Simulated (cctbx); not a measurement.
# What resolution and counting buy: Lu3Ti2Ge2

Space group Cmcm (no. 63), a = 3.9150 Å, b = 10.3980 Å, c = 13.9900 Å, α = 90.00°, β = 90.00°, γ = 90.00°.

| atom | mult. | x | y | z | Ueq (Å²) |
| --- | --- | --- | --- | --- | --- |
| Lu1 | 4 | 1/2 | 0.4439 | 1/4 | 0.0094 |
| Lu2 | 8 | 1/2 | 0.1688 | 0.4019 | 0.0075 |
| Ge1 | 8 | 1/2 | 0.1242 | 0.6089 | 0.0085 |
| Ti1 | 4 | 0 | 0 | 1/2 | 0.0078 |
| Ti2 | 4 | 0 | 0.2184 | 1/4 | 0.0099 |

This is a model crystal, built by substitution and not relaxed, with assumed displacement parameters.

Five simulated data sets (cctbx; Mo Kα, λ = 0.71073 Å; 2 % proportional error) differ in resolution or exposure (noise floor 2 counts in the first three, 8 in the last two). Each is refined with the right model, isotropic at 1.1 Å and anisotropic otherwise. How do the figures of merit and the uncertainties move?

```
d min (Å)  top counts  ⟨I/σ⟩ (unmerged, absences included)  unique  param. (scale apart)   Rint      R1  GooF  largest s.u. xyz (fractional)  s.u. U of Ti1 (Å²)  largest error (Å)
      1.1        5000                                  6.2     143                    11  0.033  0.0222  1.46                        0.00062              0.0016             0.0024
     0.84        5000                                  5.5     305                    24  0.039  0.0147  0.90                        0.00024              0.0012             0.0024
      0.6        5000                                  4.1     791                    24  0.051  0.0200  0.92                        0.00016              0.0005             0.0019
     0.75         300                                  0.6     421                    24  0.412  0.0845  0.93                        0.00260              0.0088             0.0534
     0.75        3000                                  3.3     421                    24  0.075  0.0282  0.93                        0.00040              0.0016             0.0073
```

GooF reaches 1.46 where the model lacks something that the data hold (anisotropy at the isotropic level, for one). The s.u. of U for Ti1 goes 0.0016, 0.0012, 0.0005 Å² with resolution and 0.0088, 0.0016 Å² with exposure.

The 1.1 Å row also differs in its displacement model, so it isn't a clean test of resolution.

Hardware for the 0.6 Å refinement: 0.65 s on 1 thread of Arm Neoverse N1, on a shared host, peak memory 0.09 GiB.

[Logs are printed without paths, hosts, clocks, repeated set-up lines and the standing remarks that a program may print on its own settings, such as how far it seeks lower states.]
